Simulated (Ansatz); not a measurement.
An input for Ansatz 0.2.0 (SrCa2Ti3O9 (perovskite [001] superlattice) (P4mm)):

The structure was built from a prototype and need not be the compound's stable phase.

```yaml
crystal:
  lattice:
    - [3.8045773291, 0.0, 0.0]
    - [0.0, 3.8045773291, 0.0]
    - [0.0, 0.0, 11.6835785208]
  atoms:
    - { symbol: Sr, position: [0.0, 0.0, 0.0980510756] }
    - { symbol: O, position: [0.5, 0.5, 0.0785108879] }
    - { symbol: Ti, position: [0.5, 0.5, 0.2624136497] }
    - { symbol: O, position: [0.5, 0.0, 0.2457860363] }
    - { symbol: O, position: [0.0, 0.5, 0.2457860363] }
    - { symbol: Ca, position: [0.0, 0.0, 0.4401599465] }
    - { symbol: O, position: [0.5, 0.5, 0.4164249785] }
    - { symbol: Ti, position: [0.5, 0.5, 0.5917414226] }
    - { symbol: O, position: [0.5, 0.0, 0.5744821911] }
    - { symbol: O, position: [0.0, 0.5, 0.5744821911] }
    - { symbol: Ca, position: [0.0, 0.0, 0.771176202] }
    - { symbol: O, position: [0.5, 0.5, 0.7467904033] }
    - { symbol: Ti, position: [0.5, 0.5, 0.9228523167] }
    - { symbol: O, position: [0.5, 0.0, 0.9052151201] }
    - { symbol: O, position: [0.0, 0.5, 0.9052151201] }
kpoints:
  mp_grid: { grid: [4, 4, 2] }
hamiltonian:
  xc: lda
  pseudopotentials: { kind: paw, azcp: { folder: soft_1 }, xc_functional: pbe }
scf:
  occupations: { method: fixed }
gw:
  n_empty_bands: 327
  ecut_chi: 90.0
  qp_bands: [v4, c4]
  qp_kpoints: band_edges
  screening: { model: contour_deformation }
```

```sh
ansatz run input.yaml --threads 4 --pin off --max-ram 17510MiB --backend cpu --events-out ev --progress --plain --runs-dir out
```

How long will it take on 4 threads of Arm Neoverse V1, shared host, and how much memory?

It took 4.4 min; on shared hardware allow 2.2 min to 8.8 min. Peak host memory was 2.5 GiB. The sizes that set the cost: 3295 plane waves a state, 12 irreducible k points, 387 bands summed, 307 plane waves in the screening and 11 SCF cycles.

The screening grows as filled bands × empty bands × pairs of k points, times the square of the screening basis for the matrix.

[Paths, hosts, dates, memory and timing lines, banners, echoed tables and standing remarks are left out of the program output.]

[Logs are printed without paths, hosts, clocks, repeated set-up lines and the standing remarks that a program may print on its own settings, such as how far it seeks lower states.]

[Runs of the session that timed out or met a known fault of the program may be left out.]

[Cells called generated may have been cut or substituted from an entry of the Crystallography Open Database or the Materials Project.]

[Hosts, paths, dates, database ids (printed as entryN), source tags and the programs' standing remarks are cut or masked in the printed files.]
